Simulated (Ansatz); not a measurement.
G0W0 rungs for SiC (F-43m).

The structure is cubic, space group F-43m (No. 216). Conventional cell: a = 4.358 Å, b = 4.358 Å, c = 4.358 Å, α = 90.00°, β = 90.00°, γ = 90.00°. Nearest to Si lie 4 C at 1.89 Å. Nearest to C lie 4 Si at 1.89 Å. Farther neighbours are not listed.

```xyz
2
Lattice="0.0000 2.1790 2.1790 2.1790 0.0000 2.1790 2.1790 2.1790 0.0000" Properties=species:S:1:pos:R:3 pbc="T T T"
Si    0.0000    0.0000    0.0000
C     1.0895    1.0895    1.0895
```

The cell and positions come from the Crystallography Open Database and are kept as given unless a step says otherwise. PAW set soft_2, made with PBE.

Runs so far (Ansatz 0.2.0, start PBE, default PAW files, 6×6×6 mesh). Times are wall times on 1 × NVIDIA H100 80GB HBM3 (shared by 6 runs) with 2 threads of AMD EPYC 7R13 (Zen 3), shared host, good to a factor of about two.

```
bands summed  cutoff (eV)  gap on the mesh (eV)   time
          25           60                 1.823  7.8 s
          65          120                 2.102  5.8 s
```

Q: What should the next rung give, with 136 bands and screening to 200 eV, and where is the limit?

The error falls about as one over the bands when the cutoff rises with them. A line through the two highest rungs given predicts 2.193 eV; the run gave 2.244 eV, a miss of 0.050 eV, so the law fails here: the steps don't follow it yet. The two highest rungs put the limit near 2.373 eV, the pair below near 2.277 eV; neither can be trusted until a further rung is run.

Gaps are over the mesh's points; an edge off the mesh would be missed. Limits: not at the basis limit.

[Paths, hosts, dates, memory and timing lines, banners, echoed tables and standing remarks are left out of the program output.]

[Logs are printed without paths, hosts, clocks, repeated set-up lines and the standing remarks that a program may print on its own settings, such as how far it seeks lower states.]

[Runs of the session that timed out or met a known fault of the program may be left out.]

[Cells called generated may have been cut or substituted from an entry of the Crystallography Open Database or the Materials Project.]

[Hosts, paths, dates, database ids (printed as entryN), source tags and the programs' standing remarks are cut or masked in the printed files.]
